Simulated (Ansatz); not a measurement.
# O on Ir(100): change of the work function, part 2 of 5

How does O on the hollow site change the work function of Ir(100) as the layer fills?

Ansatz 0.2.0; plane-wave DFT, PBEsol, Ansatz PAW (the session's first sound run).

So far, work function, upper face (eV): step 2 (the clean slab) 5.67.

### 3. Adsorbate added, k-mesh 4×4×1, coverage 0.111 ML

System of this step: Ir36O (O/Ir(100)). The cell holds 37 atoms: 36 Ir and 1 O. Cell: a = 8.146 Å, b = 8.146 Å, c = 24.434 Å, α = 90.0°, β = 90.0°, γ = 90.0°. Vacuum lies along c.

The clean slab as it ended is repeated in the plane and the adsorbate is set on one face; the cell's size fixes the coverage, and the k-mesh shrinks with it to keep the sampling density about even. Adsorbate and upper layers relax, since the dipole depends on the height.

input.yaml

```yaml
crystal:
  lattice:
    - [8.1458701194, 0.0, 0.0]
    - [0.0, 8.1458701194, 0.0]
    - [0.0, 0.0, 24.4338689665]
  atoms:
    - { symbol: Ir, position: [0.1666666667, 0.1666666667, 0.3683411748] }
    - { symbol: Ir, position: [0.0, 0.0, 0.4469206254] }
    - { symbol: Ir, position: [0.1666666667, 0.1666666667, 0.5257020511] }
    - { symbol: Ir, position: [0.0, 0.0, 0.5999967164] }
    - { symbol: Ir, position: [0.1666666667, 0.5, 0.3683411748] }
    - { symbol: Ir, position: [0.0, 0.3333333333, 0.4469206254] }
    - { symbol: Ir, position: [0.1666666667, 0.5, 0.5257020511] }
    - { symbol: Ir, position: [0.0, 0.3333333333, 0.5999967164] }
    - { symbol: Ir, position: [0.1666666667, 0.8333333333, 0.3683411748] }
    - { symbol: Ir, position: [0.0, 0.6666666667, 0.4469206254] }
    - { symbol: Ir, position: [0.1666666667, 0.8333333333, 0.5257020511] }
    - { symbol: Ir, position: [0.0, 0.6666666667, 0.5999967164] }
    - { symbol: Ir, position: [0.5, 0.1666666667, 0.3683411748] }
    - { symbol: Ir, position: [0.3333333333, 0.0, 0.4469206254] }
    - { symbol: Ir, position: [0.5, 0.1666666667, 0.5257020511] }
    - { symbol: Ir, position: [0.3333333333, 0.0, 0.5999967164] }
    - { symbol: Ir, position: [0.5, 0.5, 0.3683411748] }
    - { symbol: Ir, position: [0.3333333333, 0.3333333333, 0.4469206254] }
    - { symbol: Ir, position: [0.5, 0.5, 0.5257020511] }
    - { symbol: Ir, position: [0.3333333333, 0.3333333333, 0.5999967164] }
    - { symbol: Ir, position: [0.5, 0.8333333333, 0.3683411748] }
    - { symbol: Ir, position: [0.3333333333, 0.6666666667, 0.4469206254] }
    - { symbol: Ir, position: [0.5, 0.8333333333, 0.5257020511] }
    - { symbol: Ir, position: [0.3333333333, 0.6666666667, 0.5999967164] }
    - { symbol: Ir, position: [0.8333333333, 0.1666666667, 0.3683411748] }
    - { symbol: Ir, position: [0.6666666667, 0.0, 0.4469206254] }
    - { symbol: Ir, position: [0.8333333333, 0.1666666667, 0.5257020511] }
    - { symbol: Ir, position: [0.6666666667, 0.0, 0.5999967164] }
    - { symbol: Ir, position: [0.8333333333, 0.5, 0.3683411748] }
    - { symbol: Ir, position: [0.6666666667, 0.3333333333, 0.4469206254] }
    - { symbol: Ir, position: [0.8333333333, 0.5, 0.5257020511] }
    - { symbol: Ir, position: [0.6666666667, 0.3333333333, 0.5999967164] }
    - { symbol: Ir, position: [0.8333333333, 0.8333333333, 0.3683411748] }
    - { symbol: Ir, position: [0.6666666667, 0.6666666667, 0.4469206254] }
    - { symbol: Ir, position: [0.8333333333, 0.8333333333, 0.5257020511] }
    - { symbol: Ir, position: [0.6666666667, 0.6666666667, 0.5999967164] }
    - { symbol: O, position: [0.1666666667, 0.1666666667, 0.6316588252] }
kpoints:
  mp_grid: { grid: [4, 4, 1] }
hamiltonian:
  xc: pbesol
scf:
  occupations: { method: fermi_dirac, width: 0.1 }
  convergence: { dr2_threshold: 1.0e-08 }
efield:
  axis: 3
  dipole_correction: true
  ramp_position: 0.97
  ramp_width: 0.06
relax:
  f_tol: 0.02
  max_steps: 60
  constraints:
    - { sites: [0, 1, 4, 5, 8, 9, 12, 13, 16, 17, 20, 21, 24, 25, 28, 29, 32, 33] }
output:
  bader: true
  write_potential: true
  write_density: true
  volumetric_format: npy
```

Started as:

```bash
$ ansatz run input.yaml --threads 4 --pin off --max-ram 12288MiB --backend cpu --events-out ev --progress --plain --runs-dir out
```

Numbers of over 12 decimals in the logs are rounded to 6 here.

Output:

```text
[...]
Crystal: 37 atoms, lattice volume = 1621.314 Å³
Basis set: ecut = 420 eV, 31729 PW (Γ), exchange–correlation on 120×120×360 points (8 copies of the dense FFT grid, shifted against one another)
Bands: 371, of which v1, the nominal top of the filled ones, is band 309 counted from 1 (308 counted from 0)
Symmetry: 8 space group operations
[...]
k-points: 6 of 16
[...]
SCF iter   1: F=—  HF=-425297.285672 eV  |F-HF|=—  |Δ(HF+E_count)|=         —  Δρ=9.26e-3  dr2=1.26e1  ethr=1.77e-3  p=0.028 e·Å  D=3.11e-3 V/Å  ΔV_dip=-0.08 eV  dr2_dipole=3.07e0  V_vac-E_F(+/−)=5.14/5.21 eV  ⟨swp⟩=8.2  Hψ=9590  notcnv=0  defer=65
[...]
SCF iter  11: F=-425296.932926 eV  HF=-425296.932926 eV  |F-HF|=3.46e-8  |Δ(HF+E_count)|=   8.25e-8  Δρ=3.63e-7  dr2=3.54e-9  ethr=1.62e-12  p=0.040 e·Å  D=4.47e-3 V/Å  ΔV_dip=-0.11 eV  dr2_dipole=5.22e-12  V_vac-E_F(+/−)=5.55/5.66 eV  ⟨swp⟩=10.2  Hψ=15744  notcnv=0
SCF 1 converged in 11 iterations: F = -425296.932926 eV  dr2 = 3.54e-9
[...]
relax step   1: F+E_penalty+E_count = -425296.93292615 eV  Δ(F+E_penalty+E_count) = +0.000e0 eV  max|allowed force component| = 3.432e0 eV/Å  Δτ_max = 0.0000 Å  (11 SCF iters, accepted)
[...]
SCF iter  10: F=-425297.458777 eV  HF=-425297.458777 eV  |F-HF|=4.34e-8  |Δ(HF+E_count)|=   1.24e-7  Δρ=3.24e-7  dr2=4.51e-9  ethr=1.62e-12  p=0.018 e·Å  D=2.03e-3 V/Å  ΔV_dip=-0.05 eV  dr2_dipole=5.79e-10  V_vac-E_F(+/−)=5.60/5.65 eV  ⟨swp⟩=10.0  Hψ=15560  notcnv=0
SCF 2 converged in 10 iterations: F = -425297.458777 eV  dr2 = 4.51e-9
[...]
relax step   2: F+E_penalty+E_count = -425297.45877714 eV  Δ(F+E_penalty+E_count) = -5.259e-1 eV  max|allowed force component| = 1.050e0 eV/Å  Δτ_max = 0.1948 Å  (10 SCF iters, accepted)
SCF iter   1: F=—  HF=-425297.556671 eV  |F-HF|=—  |Δ(HF+E_count)|=         —  Δρ=2.43e-3  dr2=4.33e-2  ethr=1.48e-4  p=0.018 e·Å  D=2.03e-3 V/Å  ΔV_dip=-0.05 eV  dr2_dipole=4.20e-3  V_vac-E_F(+/−)=5.60/5.65 eV  ⟨swp⟩=3.7  Hψ=5100  notcnv=0  defer=90
[...]
SCF iter   9: F=-425297.548713 eV  HF=-425297.548713 eV  |F-HF|=1.07e-7  |Δ(HF+E_count)|=   1.63e-7  Δρ=3.47e-7  dr2=3.45e-9  ethr=1.62e-12  p=0.007 e·Å  D=7.68e-4 V/Å  ΔV_dip=-0.02 eV  dr2_dipole=3.39e-11  V_vac-E_F(+/−)=5.64/5.66 eV  ⟨swp⟩=10.0  Hψ=15484  notcnv=0
SCF 3 converged in 9 iterations: F = -425297.548713 eV  dr2 = 3.45e-9
relax step   3: F+E_penalty+E_count = -425297.54871285 eV  Δ(F+E_penalty+E_count) = -8.994e-2 eV  max|allowed force component| = 4.321e-1 eV/Å  Δτ_max = 0.0839 Å  (9 SCF iters, accepted)
[...]
relax step   4: F+E_penalty+E_count = -425297.57044938 eV  Δ(F+E_penalty+E_count) = -2.174e-2 eV  max|allowed force component| = 1.186e-1 eV/Å  Δτ_max = 0.0565 Å  (9 SCF iters, accepted)
SCF iter   1: F=—  HF=-425297.571489 eV  |F-HF|=—  |Δ(HF+E_count)|=         —  Δρ=3.82e-4  dr2=5.80e-3  ethr=4.10e-6  p=-0.005 e·Å  D=-5.74e-4 V/Å  ΔV_dip=0.01 eV  dr2_dipole=1.56e-3  V_vac-E_F(+/−)=5.68/5.66 eV  ⟨swp⟩=2.3  Hψ=3968  notcnv=0  defer=89
[...]
SCF iter   8: F=-425297.571778 eV  HF=-425297.571778 eV  |F-HF|=3.03e-8  |Δ(HF+E_count)|=   1.47e-8  Δρ=2.86e-7  dr2=1.39e-9  ethr=1.62e-12  p=-0.003 e·Å  D=-3.53e-4 V/Å  ΔV_dip=0.01 eV  dr2_dipole=7.65e-13  V_vac-E_F(+/−)=5.67/5.66 eV  ⟨swp⟩=10.0  Hψ=15356  notcnv=0
SCF 5 converged in 8 iterations: F = -425297.571778 eV  dr2 = 1.39e-9
relax step   5: F+E_penalty+E_count = -425297.57177823 eV  Δ(F+E_penalty+E_count) = -1.329e-3 eV  max|allowed force component| = 1.890e-2 eV/Å  Δτ_max = 0.0071 Å  (8 SCF iters, accepted)
NSCF: frozen V_eff on 6 k-points
[...]
SCF converged after 8 iterations
Free energy (F): -425297.571778 eV
[...]
Internal energy: -425295.911362 eV  (E = F + TS)
E sigma→0 (E₀):  -425296.741570 eV
Entropy (-TS):   -1.660416 eV (-44.876 meV/atom)
Fermi energy:    4.198556 eV
Dipole field:    D = -0.000354 V/Å  (p = -0.003168 e·Å, saw-weighted, corrected)
Work function:   Φ+ = 5.6726 eV   Φ− = 5.6640 eV
[...]
--- Forces (eV/Å), atoms counted from 1 ---
  atom   1  Ir     0.00000000     0.00000000     1.06504174
  atom   2  Ir    -0.09251856    -0.09251856    -1.12801754
  atom   3  Ir    -0.00000000    -0.00000000    -0.00570530
  atom   4  Ir     0.00162132     0.00162132    -0.00546868
  atom   5  Ir     0.00000000    -0.01931031     1.08439821
  atom   6  Ir    -0.09251856     0.09251856    -1.12801754
  atom   7  Ir    -0.00000000    -0.00399257    -0.00980980
  atom   8  Ir     0.00162132    -0.00162132    -0.00546868
  atom   9  Ir     0.00000000     0.01931031     1.08439821
  atom  10  Ir    -0.13030330     0.00000000    -0.97318219
  atom  11  Ir    -0.00000000     0.00399257    -0.00980980
  atom  12  Ir     0.00585012     0.00000000    -0.00784982
  atom  13  Ir    -0.01931031     0.00000000     1.08439821
  atom  14  Ir     0.09251856    -0.09251856    -1.12801754
  atom  15  Ir    -0.00399257     0.00000000    -0.00980980
  atom  16  Ir    -0.00162132     0.00162132    -0.00546868
  atom  17  Ir    -0.01159140    -0.01159140     1.07713561
  atom  18  Ir     0.09251856     0.09251856    -1.12801754
  atom  19  Ir     0.00150022     0.00150022     0.00276078
  atom  20  Ir    -0.00162132    -0.00162132    -0.00546868
  atom  21  Ir    -0.01159140     0.01159140     1.07713561
  atom  22  Ir     0.13030330     0.00000000    -0.97318219
  atom  23  Ir     0.00150022    -0.00150022     0.00276078
  atom  24  Ir    -0.00585012     0.00000000    -0.00784982
  atom  25  Ir     0.01931031     0.00000000     1.08439821
  atom  26  Ir    -0.00000000    -0.13030330    -0.97318219
  atom  27  Ir     0.00399257     0.00000000    -0.00980980
  atom  28  Ir    -0.00000000     0.00585012    -0.00784982
  atom  29  Ir     0.01159140    -0.01159140     1.07713561
  atom  30  Ir    -0.00000000     0.13030330    -0.97318219
  atom  31  Ir    -0.00150022     0.00150022     0.00276078
  atom  32  Ir     0.00000000    -0.00585012    -0.00784982
  atom  33  Ir     0.01159140     0.01159140     1.07713561
  atom  34  Ir    -0.00000000     0.00000000    -1.19743277
  atom  35  Ir    -0.00150022    -0.00150022     0.00276078
  atom  36  Ir    -0.00000000    -0.00000000    -0.01890212
  atom  37  O     -0.00000000     0.00000000    -0.00282701
  max |Σ_I F_I| component: 4.08e-5 eV/Å
--- Band table (eV; the first three rows and the last of 6) ---
  k-point 0: bands = [... 305 lower, 3.9482, 3.9482, 3.9952, 4.1343, 4.1343, 4.1921, 4.2472, 4.2754, ... 58 higher]
  k-point 1: bands = [... 305 lower, 4.1222, 4.1274, 4.1773, 4.1835, 4.2211, 4.2231, 4.2650, 4.2654, ... 58 higher]
  k-point 2: bands = [... 305 lower, 4.1102, 4.1312, 4.2188, 4.2209, 4.2585, 4.2604, 4.2826, 4.3107, ... 58 higher]
  k-point 5: bands = [... 305 lower, 4.0470, 4.0470, 4.0886, 4.0914, 4.1420, 4.1420, 4.1713, 4.2545, ... 58 higher]
--- Relaxed structure (5 steps of the walk, 5 accepted, 0 SCFs on fresh bases) ---
  F+E_penalty+E_count = -425297.57177823 eV   max|allowed force component| = 1.890e-2 eV/Å
  atoms:
    - { symbol: Ir, position: [0.166667, 0.166667, 0.368341] }
    - { symbol: Ir, position: [1.6666659794015235e-11, 1.6666659794015235e-11, 0.446921] }
    - { symbol: Ir, position: [0.166667, 0.166667, 0.523212] }
    - { symbol: Ir, position: [0.000547794, 0.000547794, 0.601050] }
    - { symbol: Ir, position: [0.166667, 0.500000, 0.368341] }
    - { symbol: Ir, position: [1.6666659794015235e-11, 0.333333, 0.446921] }
    - { symbol: Ir, position: [0.166667, 0.500671, 0.525118] }
    - { symbol: Ir, position: [0.000547794, 0.332786, 0.601050] }
    - { symbol: Ir, position: [0.166667, 0.833333, 0.368341] }
    - { symbol: Ir, position: [1.6666659794015235e-11, 0.666667, 0.446921] }
    - { symbol: Ir, position: [0.166667, 0.832663, 0.525118] }
    - { symbol: Ir, position: [5.814712151355211e-5, 0.666667, 0.600021] }
    - { symbol: Ir, position: [0.500000, 0.166667, 0.368341] }
    - { symbol: Ir, position: [0.333333, 1.6666659794015235e-11, 0.446921] }
    - { symbol: Ir, position: [0.500671, 0.166667, 0.525118] }
    - { symbol: Ir, position: [0.332786, 0.000547794, 0.601050] }
    - { symbol: Ir, position: [0.500000, 0.500000, 0.368341] }
    - { symbol: Ir, position: [0.333333, 0.333333, 0.446921] }
    - { symbol: Ir, position: [0.499142, 0.499142, 0.526343] }
    - { symbol: Ir, position: [0.332786, 0.332786, 0.601050] }
    - { symbol: Ir, position: [0.500000, 0.833333, 0.368341] }
    - { symbol: Ir, position: [0.333333, 0.666667, 0.446921] }
    - { symbol: Ir, position: [0.499142, 0.834191, 0.526343] }
    - { symbol: Ir, position: [0.333275, 0.666667, 0.600021] }
    - { symbol: Ir, position: [0.833333, 0.166667, 0.368341] }
    - { symbol: Ir, position: [0.666667, 1.6666659794015235e-11, 0.446921] }
    - { symbol: Ir, position: [0.832663, 0.166667, 0.525118] }
    - { symbol: Ir, position: [0.666667, 5.814712151355194e-5, 0.600021] }
    - { symbol: Ir, position: [0.833333, 0.500000, 0.368341] }
    - { symbol: Ir, position: [0.666667, 0.333333, 0.446921] }
    - { symbol: Ir, position: [0.834191, 0.499142, 0.526343] }
    - { symbol: Ir, position: [0.666667, 0.333275, 0.600021] }
    - { symbol: Ir, position: [0.833333, 0.833333, 0.368341] }
    - { symbol: Ir, position: [0.666667, 0.666667, 0.446921] }
    - { symbol: Ir, position: [0.834191, 0.834191, 0.526343] }
    - { symbol: Ir, position: [0.666667, 0.666667, 0.600235] }
    - { symbol: O, position: [0.166667, 0.166667, 0.645087] }
--- Bader charges: 37 sites ---
  site symbol  charge [e]  shift [e]
     0     Ir     -0.0602     0.0000
     1     Ir      0.0595     0.0000
     2     Ir      0.0799     0.0001
     3     Ir      0.1231     0.0009
     4     Ir     -0.0629     0.0000
     5     Ir      0.0595     0.0000
     6     Ir      0.0853     0.0001
     7     Ir      0.1231     0.0009
     8     Ir     -0.0629     0.0000
     9     Ir      0.0535     0.0000
    10     Ir      0.0853     0.0001
    11     Ir     -0.0519     0.0001
    12     Ir     -0.0629     0.0000
    13     Ir      0.0595     0.0000
    14     Ir      0.0853     0.0001
    15     Ir      0.1231     0.0009
    16     Ir     -0.0658     0.0000
    17     Ir      0.0595     0.0000
    18     Ir      0.0567     0.0001
    19     Ir      0.1231     0.0009
    20     Ir     -0.0658     0.0000
    21     Ir      0.0535     0.0000
    22     Ir      0.0567     0.0001
    23     Ir     -0.0519     0.0001
    24     Ir     -0.0629     0.0000
    25     Ir      0.0535     0.0000
    26     Ir      0.0853     0.0001
    27     Ir     -0.0519     0.0001
    28     Ir     -0.0658     0.0000
    29     Ir      0.0535     0.0000
    30     Ir      0.0567     0.0001
    31     Ir     -0.0519     0.0001
    32     Ir     -0.0658     0.0000
    33     Ir      0.0383     0.0000
    34     Ir      0.0567     0.0001
    35     Ir     -0.0577     0.0001
    36      O     -0.7906     0.0037
  estimated error of the sums over rays = 5.3e-4 e
```

Wall time 8 min (4 threads of Intel Xeon Platinum 8375C at 2.90GHz (Ice Lake), shared host); peak memory 8.7 GiB; 31 min of CPU time.

This run has no spin polarisation, although Ir can carry a moment.

Relaxation path:

```tsv
step	energy less that of the first step (eV)	largest force component (eV/Å)
1	0.0000	3.4318
2	-0.5259	1.0496
3	-0.6158	0.4321
4	-0.6375	0.1186
5	-0.6389	0.0189
```

The run keeps the 8 symmetry operations that it works with, so distortions that break them were not tested.

The atoms that moved most (Å):

```tsv
atom	dx	dy	dz	length
O37	0.000	0.000	0.328	0.328
Ir3	0.000	0.000	-0.061	0.061
Ir20	-0.004	-0.004	0.026	0.026
Ir16	-0.004	0.004	0.026	0.026
Ir8	0.004	-0.004	0.026	0.026
Ir4	0.004	0.004	0.026	0.026
Ir35	0.007	0.007	0.016	0.019
Ir31	0.007	-0.007	0.016	0.019
```

The relaxed structure:

```xyz
37
Lattice="8.1459 0.0000 0.0000 0.0000 8.1459 0.0000 0.0000 0.0000 24.4339" Properties=species:S:1:pos:R:3
Ir    1.3576    1.3576    9.0000
Ir    0.0000    0.0000   10.9200
Ir    1.3576    1.3576   12.7841
Ir    0.0045    0.0045   14.6860
Ir    1.3576    4.0729    9.0000
Ir    0.0000    2.7153   10.9200
Ir    1.3576    4.0784   12.8307
Ir    0.0045    2.7108   14.6860
Ir    1.3576    6.7882    9.0000
Ir    0.0000    5.4306   10.9200
Ir    1.3576    6.7828   12.8307
Ir    0.0005    5.4306   14.6608
Ir    4.0729    1.3576    9.0000
Ir    2.7153    0.0000   10.9200
Ir    4.0784    1.3576   12.8307
Ir    2.7108    0.0045   14.6860
Ir    4.0729    4.0729    9.0000
Ir    2.7153    2.7153   10.9200
Ir    4.0659    4.0659   12.8606
Ir    2.7108    2.7108   14.6860
Ir    4.0729    6.7882    9.0000
Ir    2.7153    5.4306   10.9200
Ir    4.0659    6.7952   12.8606
Ir    2.7148    5.4306   14.6608
Ir    6.7882    1.3576    9.0000
Ir    5.4306    0.0000   10.9200
Ir    6.7828    1.3576   12.8307
Ir    5.4306    0.0005   14.6608
Ir    6.7882    4.0729    9.0000
Ir    5.4306    2.7153   10.9200
Ir    6.7952    4.0659   12.8606
Ir    5.4306    2.7148   14.6608
Ir    6.7882    6.7882    9.0000
Ir    5.4306    5.4306   10.9200
Ir    6.7952    6.7952   12.8606
Ir    5.4306    5.4306   14.6661
O     1.3576    1.3576   15.7620
```

Numbers from this step:

| Item | Value |
| --- | --- |
| energy at zero smearing | -425296.7416 eV |
| work function, upper face | 5.673 eV |
| dipole along the normal | -0.003168 e·Å |

Running mean over 1.92 Å of the planar mean; the ramp of the sawtooth is left out. Table of electron's electrostatic potential energy less the Fermi level by z:

```tsv
z (Å)	electron's electrostatic potential energy less the Fermi level (eV)
3	5.66
4	5.66
5	5.66
6	5.61
7	4.85
8	-3.39
9	-12.2
10	-13.1
11	-13.4
12	-13.5
13	-13.8
14	-14.2
15	-11.4
16	0.0497
17	5.21
18	5.65
19	5.67
20	5.67
21	5.67
```

The relaxation took 5 steps and lowered the energy by 0.64 eV; the largest force on the free atoms ends at 0.019 eV/Å.

The covered face has 5.67 eV, +0.01 eV against the clean one; the bare back face has moved by -0.02 eV, a measure of how thin the slab is.

[end of part 2 of 5]

[Logs are printed without paths, hosts, clocks, repeated set-up lines and the standing remarks that a program may print on its own settings, such as how far it seeks lower states.]

[Hosts, paths, dates, database ids (printed as entryN), source tags and the programs' standing remarks are cut or masked in the printed files.]

[Maps of the electrostatic potential energy from Ansatz leave out the sawtooth potential of an applied field or a dipole correction, so their vacuum need not be flat; planar profiles and work functions include it.]
